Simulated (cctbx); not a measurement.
# SrNdFeSnS6: as given, inverted or twinned?

Space group F-43m (no. 216), a = 9.4560 Å, b = 9.4560 Å, c = 9.4560 Å, α = 90.00°, β = 90.00°, γ = 90.00°.

| atom | mult. | x | y | z | Ueq (Å²) |
| --- | --- | --- | --- | --- | --- |
| Nd1 | 4 | 1/4 | 1/4 | 1/4 | 0.0028 |
| Sn1 | 4 | 1/2 | 0 | 0 | 0.0039 |
| Sr1 | 4 | 1/4 | 1/4 | 3/4 | 0.0039 |
| Fe1 | 4 | 0 | 0 | 0 | 0.0040 |
| S1 | 24 | 1/2 | 0 | 0.7455 | 0.0044 |

This is a model crystal, built by substitution and not relaxed, with assumed displacement parameters.

Data sets are simulated with cctbx and refined with Bijvoet mates kept apart; Flack x is then fitted as the share of an inverted twin with the atoms fixed, Hooft y from the Bijvoet differences. The group is acentric but holds improper operations, so there is an absolute structure (orientation) and no hand.

Untwinned crystal. What Flack and Hooft values should come out?

| λ (Å) | extinction (unmodelled) | d min (Å) | top counts | error (%) | model | R1 | Flack x | s.u. | Hooft y | s.u. | pairs |
| --- | --- | --- | --- | --- | --- | --- | --- | --- | --- | --- | --- |
| 0.71073 | 0 | 0.77 | 20000 | 3 | as given | 0.0057 | 0.00 | 0.04 | 0.009 | 0.029 | 54 |
| 0.71073 | 0 | 0.77 | 20000 | 3 | inverted | 0.0187 | 0.98 | 0.06 | 0.978 | 0.028 | 54 |
| 1.54184 | 0 | 0.83 | 20000 | 4 | as given | 0.0079 | -0.004 | 0.004 | -0.002 | 0.004 | 42 |

With Mo Kα, x is within 3 s.u. of 0, so the absolute structure is right. With Cu Kα, x is within 3 s.u. of 0, so the absolute structure is right. Inverting the model turns x into about 1 − x.

A further crystal gives:

| λ (Å) | extinction (unmodelled) | d min (Å) | top counts | error (%) | model | R1 | Flack x | s.u. | Hooft y | s.u. | pairs |
| --- | --- | --- | --- | --- | --- | --- | --- | --- | --- | --- | --- |
| 0.56087 | 0 | 0.77 | 70000 | 1.5 | as given | 0.0056 | 0.50 | 0.07 | 0.486 | 0.027 | 54 |

**Question.** What is it?

It was simulated as an inversion twin with a fraction 0.5 of the inverted domain. Flack x is over 3 s.u. from both 0 and 1 and reads that fraction.
